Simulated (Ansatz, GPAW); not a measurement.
# A 2-layer slab of V(111): work function by functional and basis, part 2 of 2

How far do functional and basis move the work function of a 2-layer slab of V(111)?

GPAW 26.7.0 and Ansatz 0.2.0; GPAW, PAW setups; slab in vacuum (the session's first sound run).

So far, upper work function (eV): step 2 (relaxing the atoms, PBE, GPAW) 3.90; step 5 (OptPBE vdW: xc = "optPBE-vdW", GPAW, PAW setups, GPAW) 4.04; step 6 (self-consistent run: xc = "revPBE") 3.78; step 7 (real-space grid: mode = "fd", PBE, GPAW) 3.90; step 8 (atomic orbitals: mode = "lcao", PBE, GPAW) 3.87.

### Step 10. A second plane-wave code

A second program with its own datasets checks the number independently.

This step: Ansatz plane waves; slab in vacuum with a dipole correction; PAW set soft_1 (Ansatz 0.2.0).

input.yaml

```yaml
crystal:
  lattice:
    - [4.2709249584, 0.0, 0.0]
    - [2.1354624792, 3.6987295116, 0.0]
    - [0.0, 0.0, 16.8717989065]
  atoms:
    - { symbol: V, position: [0.6666654617, 0.6666667547, 0.4741640203] }
    - { symbol: V, position: [0.0, 0.0, 0.517003541] }
kpoints:
  mp_grid: { grid: [9, 9, 1] }
hamiltonian:
  xc: pbe
  pseudopotentials: { kind: paw, azcp: { folder: soft_1 } }
scf:
  occupations: { method: fermi_dirac, width: 0.1 }
efield:
  axis: 3
  dipole_correction: true
  ramp_width: 0.05
output:
  forces: true
  write_potential: true
  write_density: true
  volumetric_format: npy
  elf: true
```

Command:

```sh
> ansatz run input.yaml --threads 4 --pin off --max-ram 8192MiB --backend cpu --events-out ev --progress --plain --runs-dir out
```

Elapsed: 1.9 s, on 4 threads of Intel Xeon Platinum 8488C (Sapphire Rapids), shared host; peak memory 0.62 GiB; 6.1 s of CPU time.

Numbers from this step:

- free energy: -5817.8644 eV
- smearing term TS: 0.2916 eV
- symmetry operations: 6
- upper work function: 3.900 eV
- lower work function: 3.899 eV
- dipole along the normal: -6.26e-5 e·Å
- dipole field: -4.25e-5 V/Å
- vacuum level above: 2.242 eV
- vacuum level below: 2.241 eV

Table of electrostatic potential energy of an electron (with the applied field's), less the Fermi level, planar mean by z:

| z (Å) | electrostatic potential energy of an electron (with the applied field's), less the Fermi level, planar mean (eV) |
| --- | --- |
| 0.0 | 3.90 |
| 0.5 | 3.90 |
| 1.0 | 3.90 |
| 1.5 | 3.90 |
| 2.0 | 3.90 |
| 2.5 | 3.90 |
| 3.0 | 3.90 |
| 3.5 | 3.90 |
| 4.0 | 3.90 |
| 4.5 | 3.89 |
| 5.0 | 3.87 |
| 5.5 | 3.82 |
| 6.0 | 3.66 |
| 6.5 | 3.17 |
| 7.0 | 1.69 |
| 7.5 | -3.10 |
| 8.0 | -7.93 |
| 8.5 | -9.65 |
| 9.0 | -5.22 |
| 9.5 | -0.0862 |
| 10.0 | 2.71 |
| 10.5 | 3.50 |
| 11.0 | 3.77 |
| 11.5 | 3.86 |
| 12.0 | 3.89 |
| 12.5 | 3.90 |
| 13.0 | 3.90 |
| 13.5 | 3.90 |
| 14.0 | 3.90 |
| 14.5 | 3.90 |
| 15.0 | 3.90 |
| 15.5 | 3.90 |
| 16.0 | 3.90 |
| 16.5 | 3.90 |

Valence density, planar mean against z:

| z (Å) | valence density, planar mean (e/Å³) |
| --- | --- |
| 4.0 | 7.3e-5 |
| 4.5 | 2.3e-4 |
| 5.0 | 7.2e-4 |
| 5.5 | 0.00218 |
| 6.0 | 0.00661 |
| 6.5 | 0.0192 |
| 7.0 | 0.0604 |
| 7.5 | 0.363 |
| 8.0 | 0.976 |
| 8.5 | 1.01 |
| 9.0 | 0.685 |
| 9.5 | 0.125 |
| 10.0 | 0.0309 |
| 10.5 | 0.0107 |
| 11.0 | 0.00359 |
| 11.5 | 0.00118 |
| 12.0 | 3.8e-4 |
| 12.5 | 1.2e-4 |
| 13.0 | 3.9e-5 |

Valence density in the ca plane at fractional y = 0.667, with atoms of V within 0.2 Å of it. It is the smooth field of the valence electrons, not physical close to the nuclei.

Ten steps, logarithmic in the rise over the least value, from '0' (0 e/Å³) to '9' (13 e/Å³), each cell a mean:
```
00000000000000000001222110000000000000000000
00000000000000000013553210000000000000000000
00000000000000000026886310000000000000000000
00000000000000000027997310000000000000000000
00000000000000000015886210000000000000000000
00000000000000000012443210000000000000000000
00000000000000000001122110000000000000000000
00000000000000000001111110000000000000000000
00000000000000000000111110000000000000000000
00000000000000000000111110000000000000000000
00000000000000000001111110000000000000000000
```
Columns run along c (16.9 Å), rows up along a (4.3 Å). Atoms in or near the plane, at fractional coordinates: V at (0.47, 0.67).

ELF in the ca plane at fractional y = 0.667, with atoms of V within 0.2 Å of it. It is the smooth field of the valence electrons, not physical close to the nuclei.

Ten even steps from '0' (0.00) to '9' (0.72), each cell a mean:
```
00000000000000001222234566531000000000000000
00000000000000000013553246542100000000000000
00000000000000000016997224542100000000000000
00000000000000000017998213442100000000000000
00000000000000000016996224542100000000000000
00000000000000000012443356542100000000000000
00000000000000001233334566531000000000000000
00000000000000012455544333321000000000000000
00000000000000012455422111110000000000000000
00000000000000012455432222110000000000000000
00000000000000012455544444321000000000000000
```
Columns run along c (16.9 Å), rows up along a (4.3 Å). Atoms in or near the plane, at fractional coordinates: V at (0.47, 0.67).

Electrostatic potential energy in the ca plane at fractional y = 0.667, with atoms of V within 0.2 Å of it. With pseudopotentials it is smooth inside the atoms' cores, unlike the true potential.

Ten even steps from '0' (-24 eV) to '9' (2 eV), each cell a mean:
```
99999999999999999988767899999999999999999999
99999999999999999873002799999999999999999999
99999999999999999840000489999999999999999999
99999999999999998730000389999999999999999999
99999999999999999850000489999999999999999999
99999999999999999874114799999999999999999999
99999999999999999998778899999999999999999999
99999999999999999999988889999999999999999999
99999999999999999999988889999999999999999999
99999999999999999999988889999999999999999999
99999999999999999999888889999999999999999999
```
Columns run along c (16.9 Å; values clipped at the 3rd and 97th percentile), rows up along a (4.3 Å). Atoms in or near the plane, at fractional coordinates: V at (0.47, 0.67).

The upper face's work function is 3.900 eV, against 3.900 eV in the first plane-wave PBE run at this geometry.

### Step 11. Side by side

Results and costs are gathered.

This step: comparison of work functions, dipole and cost; PAW set soft_1 (GPAW 26.7.0).

Ladder, by row:

| step | code | work function, upper (eV) | work function, lower (eV) | dipole (e Å) | wall time (s) | peak memory (GiB) | threads |
| --- | --- | --- | --- | --- | --- | --- | --- |
| pw | GPAW | 3.9 | 3.9 | -1.20e-5 | 18.86 | 0.2 | 1 |
| LDA | GPAW | 4.146 | 4.146 | -1.47e-5 | 17.34 | 0.19 | 1 |
| optPBE-vdW | GPAW | 4.042 | 4.042 | -1.15e-5 | 37.24 | 0.37 | 1 |
| revPBE | GPAW | 3.781 | 3.781 | -8.83e-6 | 19.11 | 0.2 | 1 |
| fd | GPAW | 3.899 | 3.899 | -2.31e-5 | 85.28 | 0.43 | 1 |
| lcao | GPAW | 3.866 | 3.867 | -9.94e-6 | 60.41 | 0.26 | 1 |
| ansatz | Ansatz | 3.9 | 3.899 | -6.26e-5 | 1.92 | 0.621 | 4 |

### Step 12. A changed run

One more run, with changed settings.

This step: GPAW, PAW setups; slab in vacuum (GPAW 26.7.0).

run.py

```python
import json
import numpy as np
from ase import Atoms
from gpaw import GPAW, PW

slab = Atoms(
    ['V', 'V'],
    positions=[
        [4.27092, 2.46582, 8.00000],
        [0.00000, -0.00000, 8.72278]],
    cell=[[4.27092, 0.0, 0.0], [2.13546, 3.69873, 0.0], [0.0, 0.0, 16.8718]],
    pbc=[True, True, False])

slab.calc = GPAW(mode=PW(400), xc='PBE', kpts={'size': (9, 9, 1), 'gamma': True},
                 occupations={'name': 'fermi-dirac', 'width': 0.1}, nbands='160%',
                 convergence={'density': 1e-05}, maxiter=100,
                 poissonsolver={'dipolelayer': 'xy'},
                 symmetry={'tolerance': 1e-3}, txt='slab.txt')
result = {}
energy = slab.get_potential_energy()
fermi = slab.calc.get_fermi_level()
v = slab.calc.get_electrostatic_potential().mean((0, 1)) - fermi
n = slab.calc.get_pseudo_density().mean((0, 1))
L = slab.cell[2, 2]
z = np.arange(len(v)) * L / len(v)
low, high = slab.positions[:, 2].min(), slab.positions[:, 2].max()
below, above = np.interp([low - 1.0, high + 1.0], z, v)
slopes = [np.interp(x, z, np.gradient(v, z)) for x in (low - 1.0, high + 1.0)]
eps = np.array([[slab.calc.get_eigenvalues(k, s) for k in range(len(slab.calc.get_ibz_k_points()))]
                for s in range(slab.calc.get_number_of_spins())]) - fermi
top, bottom = eps[eps < 0].max(), eps[eps > 0].min()
dipole = slab.get_dipole_moment()[2]
print(f'energy {energy:.4f} eV, Fermi level {fermi:.4f} eV, dipole {dipole:.5f} e A')
print(f'potential 1.0 A off the faces, from the Fermi level: lower {below:.4f} eV, upper {above:.4f} eV')
print(f'slope of the potential there: lower {slopes[0]:.5f}, upper {slopes[1]:.5f} eV/A')
print(f'nearest levels on the mesh: {top:.4f} and {bottom:.4f} eV')
print('magnetic moment', round(slab.get_magnetic_moment(), 3))
result.update(energy=energy, fermi=fermi, dipole=dipole, below=below, above=above, slopes=slopes, edges=[top, bottom],
              z=z.tolist(), v=v.tolist(), n=n.tolist(), positions=slab.positions.tolist(),
              forces=slab.get_forces(apply_constraint=False).tolist(), moments=slab.get_magnetic_moments().tolist())
json.dump(result, open('result.json', 'w'))
```

Command:

```sh
> OMP_NUM_THREADS=1 OPENBLAS_NUM_THREADS=1 python run.py
```

The job ended after 20 s (1 thread; peak memory 0.2 GiB).

The run finished. A setting was moved off its sound value on purpose, so it serves as a test and not as the result.

The fault put into the input: the potential probed 1 A off the face (probe = 1.0).

### Step 13. Results

| Property | Result |
| --- | --- |
| work function, both faces | 3.90 eV |
| dipole along the normal | -1.2e-5 e Å, near the numerical noise |

With plane waves and PBE the work function is 3.90 eV on the upper face and 3.90 eV on the lower. Over the sound runs of the table the upper face's work function spans 3.781 (revPBE) to 4.146 eV (LDA). The two plane-wave codes differ by 2.4e-4 eV on the upper face. The runs had no spin polarisation, so a magnetic state, which thin layers of d-metal atoms can have, wasn't tested. The slab is only 0.72 Å thick between its outer nuclei, so the values belong to this film more than to the surface of the bulk metal. The in-plane lattice was kept as typed, which isn't the functional's own and leaves some strain; spin-orbit coupling and temperature are left out.

[Logs are printed without paths, hosts, clocks, repeated set-up lines and the standing remarks that a program may print on its own settings, such as how far it seeks lower states.]

[Hosts, paths, dates, database ids (printed as entryN), source tags and the programs' standing remarks are cut or masked in the printed files.]
